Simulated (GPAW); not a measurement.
**VBiO4 (Dreyerite): G0W0 on several meshes in GPAW**

Wanted: mesh dependence and cost of G0W0 for VBiO4 (Dreyerite).

Program: GPAW 26.7.0. Level of theory: LDA and many-body steps on it, plane waves. Results are calculated unless marked as measured.

### 1. Starting point

It takes space group I4_1/amd (No. 141, tetragonal). The conventional cell has a = 7.303 Å, b = 7.303 Å, c = 6.584 Å, α = 90.00°, β = 90.00°, γ = 90.00°. Nearest to V lie 4 O at 1.70 Å. Bi has 8 O at 2.41 to 2.55 Å nearest. Nearest to O lie 1 V at 1.70 Å and 2 Bi at 2.41 to 2.55 Å. Farther neighbours and most contacts between anions are not listed.

Structure file:

```xyz
12
Lattice="-3.6515 3.6515 3.2920 3.6515 -3.6515 3.2920 3.6515 3.6515 -3.2920" Properties=species:S:1:pos:R:3 pbc="T T T"
V     0.0000    0.0000    3.2920
V     3.6515    0.0000    1.6460
Bi    0.0000    3.6515    1.6460
Bi    0.0000    0.0000    0.0000
O     3.6515    2.3516   -1.0995
O     4.9514    0.0000    0.5465
O     0.0000    1.2999    2.1925
O     2.3516    0.0000    0.5465
O     3.6515    1.2999    2.7455
O     1.2999    0.0000    4.3915
O     3.6515   -1.2999    2.7455
O     2.3516    3.6515    1.0995
```

The cell and positions come from the Crystallography Open Database and are kept as given unless a step says otherwise. Spin-orbit coupling is left out unless a step names it.

### 2. Empty states on the mesh, 4×4×4 mesh, 408 bands

This step: GPAW 26.7.0; DFT, LDA, plane waves, PAW.

The sums over transitions need many empty states on a uniform mesh; this step solves for them.

Input file run.py:

```python
import json
import numpy as np
from gpaw.mpi import world
from gpaw import GPAW

calc = GPAW('gs.gpw').fixed_density(kpts={'size': (4, 4, 4), 'gamma': True},
    nbands=476,
    convergence={'bands': 408},
    txt='nscf.txt')
calc.write('full.gpw', mode='all')
res = {}
kpts = calc.get_ibz_k_points()
res['kpts'] = kpts
res['eigenvalues'] = [calc.get_eigenvalues(kpt=k) for k in range(len(kpts))]
res['n_electrons'] = calc.get_number_of_electrons()

if world.rank == 0:
    with open('result.json', 'w') as f:
        json.dump(res, f, default=lambda x: x.tolist())
```

Command:

```sh
$ mpirun -n 4 gpaw python run.py
```

Numbers of over 12 decimals in the logs are rounded to 6 here.

What it wrote:

```text
Diagonalizing LCAO Hamiltonian
Converting LCAO to pw mode
convergence criteria:
- Maximum integral of absolute [eigenst]ate change: 4e-08 eV^2 / valence electron
maximum number of iterations: 100

SCF iterations
|iter     |     time |      energy | eigst |  dens |
|iter:   1|  |             | +4.28 |       |
|iter:   2|  |             | +3.07 |       |
|iter:   3|  |             | +2.01 |       |
[...]
|iter:  14|  |             | -6.84 |       |
|iter:  15|  |             | -7.38 |       |
|iter:  16|  |             | -7.60c|       |
SCF steps: 16
  __  _  _
 | _ |_)|_||  |
 |__||  | ||/\| - 26.7.0

Input parameters:
  mode=PW(ecut=600.0),
  convergence={'bands': 408},
  gpts=array([35, 35, 35]),
  kpts=MonkhorstPack(size=(4, 4, 4), gamma=True),
  maxiter=100,
  nbands=476,
  occupations=Occupations(name='fermi-dirac', width=0.001, fixmagmom=False),
  parallel={},
  xc=XC(name='LDA')
# Writing to full.gpw (mode='all')
  [... matrices ...]

timing:  # [seconds]
  Total: 0.176  # ━━━━━━━━━━━━━━━━━━━━━━━━━━━━━━━━━━━━━━━━━━━━━━━━━━━━━━━━━━━
```

It took 9.4 min on 4 MPI ranks of Arm Neoverse V2, shared host; peak memory 2.2 GiB; 38 min of CPU time.

Numbers from this step:

| Quantity | Value |
| --- | --- |
| gap | 2.841 eV |
| k of the valence top | 0.5, 0, 0.5 |
| k of the conduction bottom | 0.5, 0, 0.5 |
| least direct gap | 2.841 eV |
| k points computed | 13 |
| lowest point of the top converged band, above the valence top | 86.4583 eV |

On this mesh the gap is 2.841 eV.

### 3. 4×4×4

Now the one-shot GW correction: screening in the RPA, then the self-energy of the levels asked for.

This step: G0W0 on LDA, plane waves, PAW.

Input file run.py:

```python
import json
import numpy as np
from gpaw.mpi import world
from gpaw.response.g0w0 import G0W0

gw = G0W0('full.gpw',
    filename='gw',
    kpts=[0, 7],
    bands=(50, 54),
    ecut=60,
    nbands=185,
    integrate_gamma='WS',
    ppa=True)
gw.calculate()
res = {mode: {k: v for k, v in r.items() if k != 'sigma_eskwn'}
       for mode, r in gw.all_results.items()}

if world.rank == 0:
    with open('result.json', 'w') as f:
        json.dump(res, f, default=lambda x: x.tolist())
```

Command:

```sh
$ mpirun -n 4 gpaw python run.py
```

What it wrote:

```text
Using integrator: PointIntegrator
FrequencyGridDescriptor(from 0.000+0.000j to 0.000+27.211j eV, 2 points)
Nonperiodic BCs:  [False False False]
Using integrator: PointIntegrator
FrequencyGridDescriptor(from 0.000+0.000j to 0.000+27.211j eV, 2 points)
Nonperiodic BCs:  [False False False]
  ___  _ _ _
 |   || | | |
 | | || | | |
 |__ ||_____|
 |___|

BZ k-points: Symmetries present (total): 8

  [... matrices ...]
64 k-points: 4 x 4 x 4 Monkhorst-Pack grid + [1/8,1/8,1/8]
13 k-points in the irreducible part of the Brillouin zone
       k-points in crystal coordinates                weights
   0:     0.00000000    0.00000000    0.00000000          1/64
   1:     0.25000000   -0.25000000    0.00000000          4/64
   2:     0.25000000   -0.25000000    0.25000000          4/64
   3:     0.25000000    0.00000000    0.00000000          8/64
   4:     0.25000000    0.25000000   -0.25000000          2/64
   5:     0.25000000    0.25000000    0.25000000          2/64
   6:     0.50000000    0.00000000    0.25000000          8/64
   7:     0.50000000    0.00000000    0.50000000          4/64
   8:     0.50000000    0.25000000    0.25000000         16/64
   9:     0.50000000    0.25000000    0.50000000          8/64
          ...
  12:     0.50000000    0.50000000    0.50000000          1/64

Distributing spins, k-points and bands (1 x 2 x 4) over 4 processes
Number of blocks: 1

Quasi particle states:
k-points (IBZ indices): [0, 7]
Band range: (50, 54)
  [... matrices ...]
Computational parameters:
Plane wave cut-off: 60 eV
Number of bands: 185
Coulomb cutoff: None
Broadening: 0.1 eV

fxc modes: GW
Kernel: RPA
Using Godby-Needs plasmon-pole approximation:
  Fitting energy: i*E0, E0 = 1.000 Hartree
Summing all q:

Calculating screened Coulomb potential
No Coulomb truncation
FrequencyGridDescriptor(from 0.000+0.000j to 0.000+27.211j eV, 2 points)
Removing empty qpoint cache files...

Calculating chi0 body with:
    Ground state adapter containing:
    Number of spins: 1
    Number of kpoints: 64
    Number of irreducible kpoints: 13
    Number of completely occupied states: 52
    Number of partially occupied states: 52
    Occupied states memory: 34.019470 M / cpu

    Linear response parametrization:
    q_c: [0.0, 0.0, 0.0]
    Number of frequency points: 2
    Planewave cutoff: 60.0
    Number of bands: 185
    Number of planewaves: 185
    Broadening (eta): 1e-06
    comm.size: 4
    kncomm.size: 4
    blockcomm.size: 1

    Memory estimate of potentially large arrays:
        chi0_wGG: 1.044464 M / cpu
Integrating chi0 body.

Symmetries of q_c:
    Direct symmetries (Uq -> q): 8
    Indirect symmetries (TUq -> q): 8
In total 16 allowed symmetries.

  [... matrices ...]
13 groups of equivalent kpoints. 79.6875% reduction.

Integral kind: response function
Integrating chi0 head and wings.

Symmetries of q_c:
    Direct symmetries (Uq -> q): 8
    Indirect symmetries (TUq -> q): 8
In total 16 allowed symmetries.

  [... matrices ...]
13 groups of equivalent kpoints. 79.6875% reduction.

Integral kind: response function wings

Calculating chi0 body with:
    Ground state adapter containing:
    Number of spins: 1
    Number of kpoints: 64
    Number of irreducible kpoints: 13
    Number of completely occupied states: 52
    Number of partially occupied states: 52
    Occupied states memory: 34.019470 M / cpu

[... the further q-points ...]

Results:
f:      Occupation numbers
eps:     KS-eigenvalues [eV]
vxc:     KS vxc [eV]
exx:     Exact exchange [eV]
sigma:   Self-energies [eV]
dsigma:  Self-energy derivatives
Z:       Renormalization factors
qp:      QP-energies [eV]

k-point 0 (0): (0.000, 0.000, 0.000)                GW
band       f     eps     vxc     exx   sigma  dsigma       Z      qp
                                                                   GW
  50   1.000   2.328 -20.709 -25.361   4.852  -0.326   0.754   2.479
  51   1.000   2.556 -20.542 -25.467   5.007  -0.330   0.752   2.617
  52   0.000   6.060 -23.893 -15.939  -4.827  -0.328   0.753   8.415
  53   0.000   6.545 -21.190 -14.201  -4.323  -0.283   0.780   8.624

k-point 1 (7): (0.500, 0.000, 0.500)                GW
band       f     eps     vxc     exx   sigma  dsigma       Z      qp
                                                                   GW
  50   1.000   2.415 -20.356 -25.316   5.016  -0.330   0.752   2.456
  51   1.000   2.707 -21.179 -24.522   3.868  -0.297   0.771   3.111
  52   0.000   5.548 -22.869 -15.303  -4.603  -0.298   0.770   7.831
  53   0.000   6.053 -22.605 -15.177  -4.526  -0.303   0.767   8.281
```

The job ended after 8.3 min (4 MPI ranks; peak memory 4.7 GiB).

This step gave:

* G0W0 gap on the points computed: 4.720 eV
* least direct G0W0 gap on the computed points: 4.720 eV
* Z at the valence top: 0.7711
* Z at the conduction bottom: 0.7705
* starting gap on the mesh: 2.841 eV
* k of the valence top: 0.5, 0, 0.5
* k of the conduction bottom: 0.5, 0, 0.5

The gap on the mesh goes from 2.84 eV to 4.72 eV, a correction of +1.88 eV.

### 4. Empty states on the mesh, 2×2×2 mesh, 195 bands

This step: DFT, LDA, plane waves, PAW.

Input file run.py:

```python
import json
import numpy as np
from gpaw.mpi import world
from gpaw import GPAW

calc = GPAW('gs.gpw').fixed_density(kpts={'size': (2, 2, 2), 'gamma': True},
    nbands=227,
    convergence={'bands': 195},
    txt='nscf.txt')
calc.write('full.gpw', mode='all')
res = {}
kpts = calc.get_ibz_k_points()
res['kpts'] = kpts
res['eigenvalues'] = [calc.get_eigenvalues(kpt=k) for k in range(len(kpts))]
res['n_electrons'] = calc.get_number_of_electrons()

if world.rank == 0:
    with open('result.json', 'w') as f:
        json.dump(res, f, default=lambda x: x.tolist())
```

Command:

```sh
$ mpirun -n 4 gpaw python run.py
```

What it wrote:

```text
Diagonalizing LCAO Hamiltonian
Converting LCAO to pw mode
convergence criteria:
- Maximum integral of absolute [eigenst]ate change: 4e-08 eV^2 / valence electron
maximum number of iterations: 100

SCF iterations
|iter     |     time |      energy | eigst |  dens |
|iter:   1|  |             | +3.82 |       |
|iter:   2|  |             | +2.49 |       |
|iter:   3|  |             | +1.44 |       |
[...]
|iter:  12|  |             | -6.03 |       |
|iter:  13|  |             | -6.75 |       |
|iter:  14|  |             | -7.45c|       |
SCF steps: 14
  __  _  _
 | _ |_)|_||  |
 |__||  | ||/\| - 26.7.0

Input parameters:
  mode=PW(ecut=600.0),
  convergence={'bands': 195},
  gpts=array([35, 35, 35]),
  kpts=MonkhorstPack(size=(2, 2, 2), gamma=True),
  maxiter=100,
  nbands=227,
  occupations=Occupations(name='fermi-dirac', width=0.001, fixmagmom=False),
  parallel={},
  xc=XC(name='LDA')
# Writing to full.gpw (mode='all')
  [... matrices ...]

timing:  # [seconds]
  Total: 0.051  # ━━━━━━━━━━━━━━━━━━━━━━━━━━━━━━━━━━━━━━━━━━━━━━━━━━━━━━━━━━━
```

It took 48 s on 4 MPI ranks; peak memory 1.4 GiB; 3.2 min of CPU time.

This step gave:

| Property | Result |
| --- | --- |
| gap | 2.841 eV |
| k of the valence top | 0.5, 0, 0.5 |
| k of the conduction bottom | 0.5, 0, 0.5 |
| least direct gap | 2.841 eV |
| k points computed | 4 |
| lowest point of the top converged band, above the valence top | 45.79 eV |

On this mesh the gap is 2.841 eV.

### 5. 2×2×2

This step: G0W0 on LDA, plane waves, PAW.

Input file run.py:

```python
import json
import numpy as np
from gpaw.mpi import world
from gpaw.response.g0w0 import G0W0

gw = G0W0('full.gpw',
    filename='gw',
    kpts=[0, 1],
    bands=(50, 54),
    ecut=60,
    nbands=185,
    integrate_gamma='WS',
    ppa=True)
gw.calculate()
res = {mode: {k: v for k, v in r.items() if k != 'sigma_eskwn'}
       for mode, r in gw.all_results.items()}

if world.rank == 0:
    with open('result.json', 'w') as f:
        json.dump(res, f, default=lambda x: x.tolist())
```

Command:

```sh
$ mpirun -n 4 gpaw python run.py
```

What it wrote:

```text
Using integrator: PointIntegrator
FrequencyGridDescriptor(from 0.000+0.000j to 0.000+27.211j eV, 2 points)
Nonperiodic BCs:  [False False False]
Using integrator: PointIntegrator
FrequencyGridDescriptor(from 0.000+0.000j to 0.000+27.211j eV, 2 points)
Nonperiodic BCs:  [False False False]
  ___  _ _ _
 |   || | | |
 | | || | | |
 |__ ||_____|
 |___|

BZ k-points: Symmetries present (total): 8

  [... matrices ...]
8 k-points: 2 x 2 x 2 Monkhorst-Pack grid + [1/4,1/4,1/4]
4 k-points in the irreducible part of the Brillouin zone
       k-points in crystal coordinates                weights
   0:     0.00000000    0.00000000    0.00000000          1/8
   1:     0.50000000    0.00000000    0.50000000          4/8
   2:     0.50000000    0.50000000    0.00000000          2/8
   3:     0.50000000    0.50000000    0.50000000          1/8

Distributing spins, k-points and bands (1 x 2 x 4) over 4 processes
Number of blocks: 1

Quasi particle states:
k-points (IBZ indices): [0, 1]
Band range: (50, 54)
  [... matrices ...]
Computational parameters:
Plane wave cut-off: 60 eV
Number of bands: 185
Coulomb cutoff: None
Broadening: 0.1 eV

fxc modes: GW
Kernel: RPA
Using Godby-Needs plasmon-pole approximation:
  Fitting energy: i*E0, E0 = 1.000 Hartree
Summing all q:

Calculating screened Coulomb potential
No Coulomb truncation
FrequencyGridDescriptor(from 0.000+0.000j to 0.000+27.211j eV, 2 points)
Removing empty qpoint cache files...

Calculating chi0 body with:
    Ground state adapter containing:
    Number of spins: 1
    Number of kpoints: 8
    Number of irreducible kpoints: 4
    Number of completely occupied states: 52
    Number of partially occupied states: 52
    Occupied states memory: 34.019470 M / cpu

    Linear response parametrization:
    q_c: [0.0, 0.0, 0.0]
    Number of frequency points: 2
    Planewave cutoff: 60.0
    Number of bands: 185
    Number of planewaves: 185
    Broadening (eta): 1e-06
    comm.size: 4
    kncomm.size: 4
    blockcomm.size: 1

    Memory estimate of potentially large arrays:
        chi0_wGG: 1.044464 M / cpu
Integrating chi0 body.

Symmetries of q_c:
    Direct symmetries (Uq -> q): 8
    Indirect symmetries (TUq -> q): 8
In total 16 allowed symmetries.

  [... matrices ...]
4 groups of equivalent kpoints. 50.0% reduction.

Integral kind: response function
Integrating chi0 head and wings.

Symmetries of q_c:
    Direct symmetries (Uq -> q): 8
    Indirect symmetries (TUq -> q): 8
In total 16 allowed symmetries.

  [... matrices ...]
4 groups of equivalent kpoints. 50.0% reduction.

Integral kind: response function wings

Calculating chi0 body with:
    Ground state adapter containing:
    Number of spins: 1
    Number of kpoints: 8
    Number of irreducible kpoints: 4
    Number of completely occupied states: 52
    Number of partially occupied states: 52
    Occupied states memory: 34.019470 M / cpu

    Linear response parametrization:
[... the further q-points ...]

Results:
f:      Occupation numbers
eps:     KS-eigenvalues [eV]
vxc:     KS vxc [eV]
exx:     Exact exchange [eV]
sigma:   Self-energies [eV]
dsigma:  Self-energy derivatives
Z:       Renormalization factors
qp:      QP-energies [eV]

k-point 0 (0): (0.000, 0.000, 0.000)                GW
band       f     eps     vxc     exx   sigma  dsigma       Z      qp
                                                                   GW
  50   1.000   2.328 -20.709 -25.364   4.851  -0.326   0.754   2.476
  51   1.000   2.556 -20.542 -25.454   4.991  -0.330   0.752   2.615
  52   0.000   6.060 -23.893 -15.940  -4.821  -0.325   0.755   8.423
[...]
k-point 1 (1): (0.500, 0.000, 0.500)                GW
band       f     eps     vxc     exx   sigma  dsigma       Z      qp
                                                                   GW
[...]
52   0.000   5.548 -22.869 -15.242  -4.648  -0.297   0.771   7.845
  53   0.000   6.053 -22.605 -15.142  -4.546  -0.301   0.768   8.295
```

The job ended after 43 s (4 MPI ranks; peak memory 2.3 GiB; 2.8 min of CPU time).

This step gave:

- G0W0 gap on the points computed: 4.742 eV
- least direct G0W0 gap on the computed points: 4.742 eV
- Z at the valence top: 0.7708
- Z at the conduction bottom: 0.7710
- starting gap on the mesh: 2.841 eV
- k of the valence top: 0.5, 0, 0.5
- k of the conduction bottom: 0.5, 0, 0.5

Against G0W0 in GPAW (4×4×4 mesh, 185 bands, screening to 60 eV, Godby-Needs plasmon pole), the gap moves by +0.022 eV.

### 6. Side by side

Times are wall times on 4 MPI ranks of Arm Neoverse V2, shared host, good to a factor of about two.

```tsv
run	mesh	bands	screening cutoff (eV)	DFT gap (eV)	gap on the mesh (eV)	direct (eV)	time
4×4×4	4×4×4	185	60	2.841	4.720	4.720	8.3 min
2×2×2	2×2×2	185	60	2.841	4.742	4.742	43 s
```

### 7. Summary of results

| Property | Result |
| --- | --- |
| 4×4×4 | 4.720 eV |
| 2×2×2 | 4.742 eV |
| known limits | not at the basis limit; no spin polarisation; no spin-orbit coupling; coarse k mesh |

What this shows: 2×2×2: +0.022 eV against 4×4×4. Bands and cutoff are finite, so the gap is not at the basis limit. The miss can reach some tenths of an eV and take either sign; the mesh is an error of its own. These stock PAW sets were not made for GW. In the G0W0 runs levels were corrected at 2 k points alone, so a gap called «on the mesh» is the least over those, and an edge elsewhere would be missed. A denser mesh or path gives a starting gap of 2.70 eV: the GW mesh misses a band edge, so its gaps are not the fundamental one. Where an edge is built on 6p states of lead, bismuth or thallium, scalar-relativistic gaps usually stand too wide, by a few tenths to over one eV. The runs have no spin polarisation. For a closed low-spin shell that is the natural state; where a d or f shell is open it is a constraint, and the gap is then not the crystal's own. The many-body steps are scalar-relativistic: spin-orbit coupling is not in them.

[Paths, hosts, dates, memory and timing lines, banners, echoed tables and standing remarks are left out of the program output.]

[Logs are printed without paths, hosts, clocks, repeated set-up lines and the standing remarks that a program may print on its own settings, such as how far it seeks lower states.]

[Runs of the session that timed out or met a known fault of the program may be left out.]

[Hosts, paths, dates, database ids (printed as entryN), source tags and the programs' standing remarks are cut or masked in the printed files.]
